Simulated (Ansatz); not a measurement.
# C on W(110): change of the work function, part 2 of 4

How does C on the hollow site change the work function of W(110) as the layer fills?

Ansatz 0.2.0; plane-wave DFT, PBE, Ansatz PAW.

So far, work function, upper face (eV): step 2 (the clean slab) 4.84.

## (3) Adsorbate added, k-mesh 4×4×1, coverage 0.111 ML

System of this step: W36C (C/W(110)). The cell holds 37 atoms: 36 W and 1 C. Its edges and angles: a = 8.210 Å, b = 8.210 Å, c = 26.623 Å, α = 90.0°, β = 90.0°, γ = 70.5°. Vacuum lies along c.

The clean slab as it ended is repeated in the plane and the adsorbate is set on one face; the cell's size fixes the coverage, and the k-mesh shrinks with it to keep the sampling density about even. Adsorbate and upper layers relax, since the dipole depends on the height.

input.yaml

```yaml
crystal:
  lattice:
    - [6.7033722855, -4.74, 0.0]
    - [6.7033722855, 4.74, 0.0]
    - [0.0, 0.0, 26.6226796578]
  atoms:
    - { symbol: W, position: [0.0, 0.0, 0.3380576304] }
    - { symbol: W, position: [0.1666666667, 0.1666666667, 0.4219882286] }
    - { symbol: W, position: [0.0, 0.0, 0.5073415925] }
    - { symbol: W, position: [0.1666666667, 0.1666666667, 0.5896837502] }
    - { symbol: W, position: [0.0, 0.3333333333, 0.3380576304] }
    - { symbol: W, position: [0.1666666667, 0.5, 0.4219882286] }
    - { symbol: W, position: [0.0, 0.3333333333, 0.5073415925] }
    - { symbol: W, position: [0.1666666667, 0.5, 0.5896837502] }
    - { symbol: W, position: [0.0, 0.6666666667, 0.3380576304] }
    - { symbol: W, position: [0.1666666667, 0.8333333333, 0.4219882286] }
    - { symbol: W, position: [0.0, 0.6666666667, 0.5073415925] }
    - { symbol: W, position: [0.1666666667, 0.8333333333, 0.5896837502] }
    - { symbol: W, position: [0.3333333333, 0.0, 0.3380576304] }
    - { symbol: W, position: [0.5, 0.1666666667, 0.4219882286] }
    - { symbol: W, position: [0.3333333333, 0.0, 0.5073415925] }
    - { symbol: W, position: [0.5, 0.1666666667, 0.5896837502] }
    - { symbol: W, position: [0.3333333333, 0.3333333333, 0.3380576304] }
    - { symbol: W, position: [0.5, 0.5, 0.4219882286] }
    - { symbol: W, position: [0.3333333333, 0.3333333333, 0.5073415925] }
    - { symbol: W, position: [0.5, 0.5, 0.5896837502] }
    - { symbol: W, position: [0.3333333333, 0.6666666667, 0.3380576304] }
    - { symbol: W, position: [0.5, 0.8333333333, 0.4219882286] }
    - { symbol: W, position: [0.3333333333, 0.6666666667, 0.5073415925] }
    - { symbol: W, position: [0.5, 0.8333333333, 0.5896837502] }
    - { symbol: W, position: [0.6666666667, 0.0, 0.3380576304] }
    - { symbol: W, position: [0.8333333333, 0.1666666667, 0.4219882286] }
    - { symbol: W, position: [0.6666666667, 0.0, 0.5073415925] }
    - { symbol: W, position: [0.8333333333, 0.1666666667, 0.5896837502] }
    - { symbol: W, position: [0.6666666667, 0.3333333333, 0.3380576304] }
    - { symbol: W, position: [0.8333333333, 0.5, 0.4219882286] }
    - { symbol: W, position: [0.6666666667, 0.3333333333, 0.5073415925] }
    - { symbol: W, position: [0.8333333333, 0.5, 0.5896837502] }
    - { symbol: W, position: [0.6666666667, 0.6666666667, 0.3380576304] }
    - { symbol: W, position: [0.8333333333, 0.8333333333, 0.4219882286] }
    - { symbol: W, position: [0.6666666667, 0.6666666667, 0.5073415925] }
    - { symbol: W, position: [0.8333333333, 0.8333333333, 0.5896837502] }
    - { symbol: C, position: [0.28, 0.28, 0.6619423696] }
kpoints:
  mp_grid: { grid: [4, 4, 1] }
hamiltonian:
  xc: pbe
scf:
  occupations: { method: fermi_dirac, width: 0.1 }
  convergence: { dr2_threshold: 1.0e-08 }
efield:
  axis: 3
  dipole_correction: true
  ramp_position: 0.97
  ramp_width: 0.06
relax:
  f_tol: 0.02
  max_steps: 60
  constraints:
    - { sites: [0, 1, 4, 5, 8, 9, 12, 13, 16, 17, 20, 21, 24, 25, 28, 29, 32, 33] }
output:
  write_potential: true
  write_density: true
  volumetric_format: npy
```

Run with:

```sh
ansatz run input.yaml --threads 4 --pin off --max-ram 16384MiB --backend cpu --events-out ev --progress --plain --runs-dir out
```

Standard output:

```text
[...]
Crystal: 37 atoms, lattice volume = 1691.817 Å³
Basis set: ecut = 420 eV, 33125 PW (Γ), exchange–correlation on 120×120×360 points (8 copies of the dense FFT grid, shifted against one another)
Bands: 305, of which v1, the nominal top of the filled ones, is band 254 counted from 1 (253 counted from 0)
Symmetry: 2 space group operations
[...]
k-points: 7 of 16 (time reversal used)
[...]
SCF iter   1: F=—  HF=-374076.901725 eV  |F-HF|=—  |Δ(HF+E_count)|=         —  Δρ=9.34e-3  dr2=1.76e1  ethr=1.77e-3  p=-0.183 e·Å  D=-1.95e-2 V/Å  ΔV_dip=0.52 eV  dr2_dipole=6.10e-2  V_vac-E_F(+/−)=5.55/5.03 eV  ⟨swp⟩=10.9  Hψ=11158  notcnv=0
[...]
SCF iter  11: F=-374076.100560 eV  HF=-374076.100560 eV  |F-HF|=3.61e-9  |Δ(HF+E_count)|=   1.34e-8  Δρ=1.66e-7  dr2=8.37e-10  ethr=1.97e-12  p=-0.172 e·Å  D=-1.84e-2 V/Å  ΔV_dip=0.49 eV  dr2_dipole=1.99e-12  V_vac-E_F(+/−)=5.40/4.91 eV  ⟨swp⟩=10.7  Hψ=14031  notcnv=0
SCF 1 converged in 11 iterations: F = -374076.100560 eV  dr2 = 8.37e-10
[...]
relax step   1: F+E_penalty+E_count = -374076.10056026 eV  Δ(F+E_penalty+E_count) = +0.000e0 eV  max|allowed force component| = 4.875e0 eV/Å  Δτ_max = 0.0000 Å  (11 SCF iters, accepted)
[...]
SCF iter   9: F=-374077.430487 eV  HF=-374077.430487 eV  |F-HF|=6.84e-8  |Δ(HF+E_count)|=   2.13e-7  Δρ=5.74e-7  dr2=9.85e-9  ethr=1.97e-12  p=-0.143 e·Å  D=-1.53e-2 V/Å  ΔV_dip=0.41 eV  dr2_dipole=5.12e-11  V_vac-E_F(+/−)=5.32/4.91 eV  ⟨swp⟩=12.1  Hψ=16516  notcnv=0
SCF 2 converged in 9 iterations: F = -374077.430487 eV  dr2 = 9.85e-9
relax step   2: F+E_penalty+E_count = -374077.43048706 eV  Δ(F+E_penalty+E_count) = -1.330e0 eV  max|allowed force component| = 4.612e0 eV/Å  Δτ_max = 0.1949 Å  (9 SCF iters, accepted)
SCF iter   1: F=—  HF=-374078.461498 eV  |F-HF|=—  |Δ(HF+E_count)|=         —  Δρ=4.67e-3  dr2=6.90e-1  ethr=2.31e-3  p=-0.143 e·Å  D=-1.53e-2 V/Å  ΔV_dip=0.41 eV  dr2_dipole=2.12e-2  V_vac-E_F(+/−)=5.32/4.91 eV  ⟨swp⟩=3.9  Hψ=3975  notcnv=0
[...]
SCF iter   9: F=-374078.338421 eV  HF=-374078.338421 eV  |F-HF|=4.53e-8  |Δ(HF+E_count)|=   4.54e-8  Δρ=5.04e-7  dr2=8.16e-9  ethr=1.97e-12  p=-0.099 e·Å  D=-1.06e-2 V/Å  ΔV_dip=0.28 eV  dr2_dipole=1.26e-12  V_vac-E_F(+/−)=5.19/4.90 eV  ⟨swp⟩=11.9  Hψ=16256  notcnv=0
SCF 3 converged in 9 iterations: F = -374078.338421 eV  dr2 = 8.16e-9
[...]
relax step   3: F+E_penalty+E_count = -374078.33842092 eV  Δ(F+E_penalty+E_count) = -9.079e-1 eV  max|allowed force component| = 2.946e0 eV/Å  Δτ_max = 0.1921 Å  (9 SCF iters, accepted)
[...]
relax step   4: F+E_penalty+E_count = -374078.81204435 eV  Δ(F+E_penalty+E_count) = -4.736e-1 eV  max|allowed force component| = 9.399e-1 eV/Å  Δτ_max = 0.1949 Å  (9 SCF iters, accepted)
[...]
relax step   5: F+E_penalty+E_count = -374079.02737373 eV  Δ(F+E_penalty+E_count) = -2.153e-1 eV  max|allowed force component| = 5.487e-1 eV/Å  Δτ_max = 0.1948 Å  (9 SCF iters, accepted)
[...]
relax step   6: F+E_penalty+E_count = -374079.13031509 eV  Δ(F+E_penalty+E_count) = -1.029e-1 eV  max|allowed force component| = 3.215e-1 eV/Å  Δτ_max = 0.2000 Å  (10 SCF iters, accepted)
[...]
relax step   7: F+E_penalty+E_count = -374079.19209503 eV  Δ(F+E_penalty+E_count) = -6.178e-2 eV  max|allowed force component| = 3.250e-1 eV/Å  Δτ_max = 0.1940 Å  (10 SCF iters, accepted)
[...]
relax step   8: F+E_penalty+E_count = -374079.20870555 eV  Δ(F+E_penalty+E_count) = -1.661e-2 eV  max|allowed force component| = 6.087e-2 eV/Å  Δτ_max = 0.0964 Å  (9 SCF iters, accepted)
[...]
relax step   9: F+E_penalty+E_count = -374079.20971280 eV  Δ(F+E_penalty+E_count) = -1.007e-3 eV  max|allowed force component| = 4.816e-2 eV/Å  Δτ_max = 0.0118 Å  (8 SCF iters, accepted)
SCF iter   1: F=—  HF=-374079.209134 eV  |F-HF|=—  |Δ(HF+E_count)|=         —  Δρ=1.84e-4  dr2=7.00e-4  ethr=9.50e-7  p=-0.027 e·Å  D=-2.94e-3 V/Å  ΔV_dip=0.08 eV  dr2_dipole=2.22e-7  V_vac-E_F(+/−)=4.97/4.89 eV  ⟨swp⟩=3.0  Hψ=3479  notcnv=0
[...]
SCF iter   7: F=-374079.210213 eV  HF=-374079.210213 eV  |F-HF|=5.12e-9  |Δ(HF+E_count)|=   4.62e-8  Δρ=2.26e-7  dr2=1.55e-9  ethr=1.97e-12  p=-0.027 e·Å  D=-2.90e-3 V/Å  ΔV_dip=0.08 eV  dr2_dipole=5.03e-12  V_vac-E_F(+/−)=4.97/4.89 eV  ⟨swp⟩=11.1  Hψ=15253  notcnv=0
SCF 10 converged in 7 iterations: F = -374079.210213 eV  dr2 = 1.55e-9
[...]
relax step  10: F+E_penalty+E_count = -374079.21021266 eV  Δ(F+E_penalty+E_count) = -4.999e-4 eV  max|allowed force component| = 5.364e-3 eV/Å  Δτ_max = 0.0056 Å  (7 SCF iters, accepted)
NSCF: frozen V_eff on 7 k-points
[...]
SCF converged after 7 iterations
Free energy (F): -374079.210213 eV
[...]
Internal energy: -374078.367696 eV  (E = F + TS)
E sigma→0 (E₀):  -374078.788954 eV
Entropy (-TS):   -0.842516 eV (-22.771 meV/atom)
Fermi energy:    4.486212 eV
Dipole field:    D = -0.002905 V/Å  (p = -0.027158 e·Å, saw-weighted, corrected)
Work function:   Φ+ = 4.9692 eV   Φ− = 4.8919 eV
[...]
--- Forces (eV/Å), atoms counted from 1 ---
  atom   1  W     -0.02183055     0.00000000     0.45298520
  atom   2  W      0.00206063     0.00000000    -0.24695653
  atom   3  W      0.00168970     0.00000000     0.00237488
  atom   4  W      0.00347681     0.00000000     0.00051470
  atom   5  W      0.01642913    -0.05063868     0.35745842
  atom   6  W     -0.00059115     0.03549032    -0.44970542
  atom   7  W     -0.00304559     0.00146085    -0.00467879
  atom   8  W     -0.00028478    -0.00210954    -0.00097277
  atom   9  W     -0.00005991    -0.10750388     0.34801967
  atom  10  W      0.14759613    -0.00248638    -0.39008098
  atom  11  W     -0.00016494     0.00098374     0.00042804
  atom  12  W      0.00062667     0.00202435     0.00084285
  atom  13  W      0.01642913     0.05063868     0.35745842
  atom  14  W     -0.00059115    -0.03549032    -0.44970542
  atom  15  W     -0.00304559    -0.00146085    -0.00467879
  atom  16  W     -0.00028478     0.00210954    -0.00097277
  atom  17  W     -0.00007892     0.00000000     0.34725880
  atom  18  W     -0.00321916     0.00000000    -0.24689516
  atom  19  W      0.00536448     0.00000000     0.00113449
  atom  20  W     -0.00109625     0.00000000     0.00019675
  atom  21  W     -0.01630365    -0.05076333     0.35744467
  atom  22  W     -0.14773096     0.00287697    -0.39012605
  atom  23  W      0.00131542    -0.00106551    -0.00320598
  atom  24  W      0.00053784    -0.00098346     0.00050514
  atom  25  W     -0.00005991     0.10750388     0.34801967
  atom  26  W      0.14759613     0.00248638    -0.39008098
  atom  27  W     -0.00016494    -0.00098374     0.00042804
  atom  28  W      0.00062667    -0.00202435     0.00084285
  atom  29  W     -0.01630365     0.05076333     0.35744467
  atom  30  W     -0.14773096    -0.00287697    -0.39012605
  atom  31  W      0.00131542     0.00106551    -0.00320598
  atom  32  W      0.00053784     0.00098346     0.00050514
  atom  33  W      0.02185762     0.00000000     0.45285263
  atom  34  W     -0.00017213     0.00000000    -0.42541448
  atom  35  W     -0.00177155     0.00000000     0.00334827
  atom  36  W     -0.00292899     0.00000000     0.00207145
  atom  37  C      0.00000064     0.00000000     0.00466823
  max |Σ_I F_I| component: 3.20e-6 eV/Å
--- Band table (eV; the first three rows and the last of 7) ---
  k-point 0: bands = [... 250 lower, 4.1750, 4.2787, 4.2879, 4.5002, 4.6800, 4.9512, 4.9580, 5.2280, ... 47 higher]
  k-point 1: bands = [... 250 lower, 4.3409, 4.4149, 4.4888, 4.5252, 4.6080, 4.6280, 4.7305, 4.8058, ... 47 higher]
  k-point 2: bands = [... 250 lower, 4.3328, 4.4719, 4.4947, 4.5444, 4.6486, 4.6820, 4.7170, 4.7494, ... 47 higher]
  k-point 6: bands = [... 250 lower, 3.9133, 3.9173, 4.0283, 4.0966, 4.2876, 4.3482, 4.4159, 4.4556, ... 47 higher]
--- Relaxed structure (10 steps of the walk, 10 accepted, 0 SCFs on fresh bases) ---
  F+E_penalty+E_count = -374079.21021266 eV   max|allowed force component| = 5.364e-3 eV/Å
  atoms:
    - { symbol: W, position: [0.0, 0.0, 0.338058] }
    - { symbol: W, position: [0.1666666667, 0.1666666667, 0.4219882286] }
    - { symbol: W, position: [0.00210183, 0.00210183, 0.507559] }
    - { symbol: W, position: [0.173432, 0.173432, 0.592791] }
    - { symbol: W, position: [-2.775558e-17, 0.333333, 0.338058] }
    - { symbol: W, position: [0.166667, 0.5, 0.4219882286] }
    - { symbol: W, position: [0.000406189, 0.334956, 0.507818] }
    - { symbol: W, position: [0.155390, 0.511247, 0.590263] }
    - { symbol: W, position: [0.0, 0.6666666667, 0.338058] }
    - { symbol: W, position: [0.166667, 0.8333333333, 0.4219882286] }
    - { symbol: W, position: [-0.00341184, 0.670070, 0.505811] }
    - { symbol: W, position: [0.167229, 0.838913, 0.589558] }
    - { symbol: W, position: [0.333333, -2.775558e-17, 0.338058] }
    - { symbol: W, position: [0.5, 0.166667, 0.4219882286] }
    - { symbol: W, position: [0.334956, 0.000406189, 0.507818] }
    - { symbol: W, position: [0.511247, 0.155390, 0.590263] }
    - { symbol: W, position: [0.3333333333, 0.3333333333, 0.338058] }
    - { symbol: W, position: [0.5, 0.5, 0.4219882286] }
    - { symbol: W, position: [0.333306, 0.333306, 0.506681] }
    - { symbol: W, position: [0.493187, 0.493187, 0.592789] }
    - { symbol: W, position: [0.333333, 0.6666666667, 0.338058] }
    - { symbol: W, position: [0.500000, 0.833333, 0.4219882286] }
    - { symbol: W, position: [0.331691, 0.666257, 0.507813] }
    - { symbol: W, position: [0.499437, 0.827702, 0.589557] }
    - { symbol: W, position: [0.6666666667, 0.0, 0.338058] }
    - { symbol: W, position: [0.8333333333, 0.166667, 0.4219882286] }
    - { symbol: W, position: [0.670070, -0.00341184, 0.505811] }
    - { symbol: W, position: [0.838913, 0.167229, 0.589558] }
    - { symbol: W, position: [0.6666666667, 0.333333, 0.338058] }
    - { symbol: W, position: [0.833333, 0.500000, 0.4219882286] }
    - { symbol: W, position: [0.666257, 0.331691, 0.507813] }
    - { symbol: W, position: [0.827702, 0.499437, 0.589557] }
    - { symbol: W, position: [0.6666666667, 0.6666666667, 0.338058] }
    - { symbol: W, position: [0.8333333333, 0.8333333333, 0.4219882286] }
    - { symbol: W, position: [0.664555, 0.664555, 0.507557] }
    - { symbol: W, position: [0.833349, 0.833349, 0.588077] }
    - { symbol: C, position: [0.333310, 0.333310, 0.630769] }
```

Elapsed: 31 min, on 4 threads of Arm Neoverse V1, shared host; peak memory 9.5 GiB; 2.1 h of CPU time.

The steps of the relaxation:

| step | energy less that of the first step (eV) | largest force component (eV/Å) |
| --- | --- | --- |
| 1 | 0.0000 | 4.8753 |
| 2 | -1.3299 | 4.6124 |
| 3 | -2.2379 | 2.9455 |
| 4 | -2.7115 | 0.9399 |
| 5 | -2.9268 | 0.5487 |
| 6 | -3.0298 | 0.3215 |
| 7 | -3.0915 | 0.3250 |
| 8 | -3.1081 | 0.0609 |
| 9 | -3.1092 | 0.0482 |
| 10 | -3.1097 | 0.0054 |

Forces are held to the 2 operations that the program found; a distortion that breaks them can't arise in this run.

The atoms that moved most (Å):

| atom | dx | dy | dz | length |
| --- | --- | --- | --- | --- |
| C37 | 0.715 | 0.000 | -0.830 | 1.095 |
| W20 | -0.091 | 0.000 | 0.083 | 0.123 |
| W4 | 0.091 | 0.000 | 0.083 | 0.123 |
| W8 | 0.000 | 0.107 | 0.015 | 0.108 |
| W16 | 0.000 | -0.107 | 0.015 | 0.108 |
| W11 | 0.000 | 0.032 | -0.041 | 0.052 |
| W27 | 0.000 | -0.032 | -0.041 | 0.052 |
| W32 | -0.042 | 0.024 | -0.003 | 0.048 |

The relaxed structure:

```cif
data_structure
_symmetry_space_group_name_H-M 'P 1'
_symmetry_Int_Tables_number 1
_cell_length_a 8.2099
_cell_length_b 8.2099
_cell_length_c 26.6227
_cell_angle_alpha 90.000
_cell_angle_beta 90.000
_cell_angle_gamma 70.529
_cell_volume 1691.82
loop_
_atom_site_label
_atom_site_type_symbol
_atom_site_fract_x
_atom_site_fract_y
_atom_site_fract_z
_atom_site_occupancy
W1 W 0.00000 0.00000 0.33806 1
W2 W 0.16667 0.16667 0.42199 1
W3 W 0.00210 0.00210 0.50756 1
W4 W 0.17343 0.17343 0.59279 1
W5 W 0.00000 0.33333 0.33806 1
W6 W 0.16667 0.50000 0.42199 1
W7 W 0.00041 0.33496 0.50782 1
W8 W 0.15539 0.51125 0.59026 1
W9 W 0.00000 0.66667 0.33806 1
W10 W 0.16667 0.83333 0.42199 1
W11 W 0.99659 0.67007 0.50581 1
W12 W 0.16723 0.83891 0.58956 1
W13 W 0.33333 0.00000 0.33806 1
W14 W 0.50000 0.16667 0.42199 1
W15 W 0.33496 0.00041 0.50782 1
W16 W 0.51125 0.15539 0.59026 1
W17 W 0.33333 0.33333 0.33806 1
W18 W 0.50000 0.50000 0.42199 1
W19 W 0.33331 0.33331 0.50668 1
W20 W 0.49319 0.49319 0.59279 1
W21 W 0.33333 0.66667 0.33806 1
W22 W 0.50000 0.83333 0.42199 1
W23 W 0.33169 0.66626 0.50781 1
W24 W 0.49944 0.82770 0.58956 1
W25 W 0.66667 0.00000 0.33806 1
W26 W 0.83333 0.16667 0.42199 1
W27 W 0.67007 0.99659 0.50581 1
W28 W 0.83891 0.16723 0.58956 1
W29 W 0.66667 0.33333 0.33806 1
W30 W 0.83333 0.50000 0.42199 1
W31 W 0.66626 0.33169 0.50781 1
W32 W 0.82770 0.49944 0.58956 1
W33 W 0.66667 0.66667 0.33806 1
W34 W 0.83333 0.83333 0.42199 1
W35 W 0.66455 0.66455 0.50756 1
W36 W 0.83335 0.83335 0.58808 1
C37 C 0.33331 0.33331 0.63077 1
```

Read from the output:

```
energy at zero smearing        : -374078.7890 eV
work function, upper face      : 4.969 eV
work function, lower face      : 4.892 eV
dipole along the normal        : -0.02716 e·Å
step between the vacuum levels : 0.07733 eV
```

Running mean over 2.234 Å of the planar mean; the ramp of the sawtooth is left out. Electron's electrostatic potential energy less the Fermi level against z:

z (Å), electron's electrostatic potential energy less the Fermi level (eV) and a bar from the least value:
```
      3.5        4.9 ##############################
      4.0        4.9 ##############################
      4.5        4.9 ##############################
      5.0        4.9 ##############################
      5.5        4.8 ##############################
      6.0        4.7 ##############################
      6.5        4.4 #############################
      7.0        3.3 ###########################
      7.5       -0.1 #####################
      8.0       -5.8 ############
      8.5      -10.5 ####
      9.0      -12.2 #
      9.5      -12.5 #
     10.0      -12.6 #
     10.5      -12.7 
     11.0      -12.7 
     11.5      -12.7 
     12.0      -12.5 #
     12.5      -12.4 #
     13.0      -12.6 #
     13.5      -12.7 
     14.0      -12.8 
     14.5      -12.9 
     15.0      -12.7 
     15.5      -12.6 
     16.0      -12.0 #
     16.5       -8.6 #######
     17.0       -2.9 #################
     17.5        1.8 #########################
     18.0        3.9 ############################
     18.5        4.7 ##############################
     19.0        4.9 ##############################
     19.5        4.9 ##############################
     20.0        5.0 ##############################
     20.5        5.0 ##############################
     21.0        5.0 ##############################
     21.5        5.0 ##############################
     22.0        5.0 ##############################
     22.5        5.0 ##############################
     23.0        5.0 ##############################
     23.5        5.0 ##############################
```

The relaxation took 10 steps and lowered the energy by 3.1 eV; the largest force on the free atoms ends at 0.0054 eV/Å.

The covered face has 4.97 eV, +0.12 eV against the clean one; the bare back face has moved by -0.01 eV, a measure of how thin the slab is.

(Continued in part 3 of 4.)

[Long decimals in the printed logs are rounded to 6 places.]

[Logs are printed without paths, hosts, clocks, repeated set-up lines and the standing remarks that a program may print on its own settings, such as how far it seeks lower states.]

[Hosts, paths, dates, database ids (printed as entryN), source tags and the programs' standing remarks are cut or masked in the printed files.]

[Maps of the electrostatic potential energy from Ansatz leave out the sawtooth potential of an applied field or a dipole correction, so their vacuum need not be flat; planar profiles and work functions include it.]
